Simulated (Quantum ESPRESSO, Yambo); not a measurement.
Planning a run of Quantum ESPRESSO 7.5 on In2O3 (R-3c). The input:

```
&control
  calculation = 'scf'
  prefix = 'x'
  outdir = 'o'
  pseudo_dir = 'pseudo'
  tprnfor = .true.
  tstress = .true.
/
&system
  ibrav = 0
  nat = 10
  ntyp = 2
  ecutwfc = 80.0
  nbnd = 69
  force_symmorphic = .true.
/
&electrons
  conv_thr = 1e-10
  electron_maxstep = 80
  mixing_beta = 0.5
/
ATOMIC_SPECIES
  In 114.82 In.upf
  O 15.999 O.upf
CELL_PARAMETERS angstrom
  2.7160650000 1.5681208589 4.7883000000
  -2.7160650000 1.5681208589 4.7883000000
  -0.0000000000 -3.1362417178 4.7883000000
ATOMIC_POSITIONS crystal
  In 0.3573100000 0.3573100000 0.3573100000
  In 0.1426900000 0.1426900000 0.1426900000
  In 0.6426900000 0.6426900000 0.6426900000
  In 0.8573100000 0.8573100000 0.8573100000
  O 0.5480000000 0.9520000000 0.2500000000
  O 0.2500000000 0.5480000000 0.9520000000
  O 0.9520000000 0.2500000000 0.5480000000
  O 0.4520000000 0.0480000000 0.7500000000
  O 0.7500000000 0.4520000000 0.0480000000
  O 0.0480000000 0.7500000000 0.4520000000
K_POINTS automatic
  6 6 6 0 0 0
```

```sh
OMP_NUM_THREADS=1 mpirun -n 8 pw.x -nk 8 -in pw.in > pw.out
```

**Question.** How long will it take on 8 MPI ranks of Arm Neoverse V2, shared host, and how much memory?

It took 63 s; on shared hardware allow 32 s to 2.1 min. Peak host memory was 1.6 GiB.

[Paths, hosts, dates, memory and timing lines, banners, echoed tables and standing remarks are left out of the program output.]

[Logs are printed without paths, hosts, clocks, repeated set-up lines and the standing remarks that a program may print on its own settings, such as how far it seeks lower states.]

[Runs of the session that timed out or met a known fault of the program may be left out.]

[Hosts, paths, dates, database ids (printed as entryN), source tags and the programs' standing remarks are cut or masked in the printed files.]
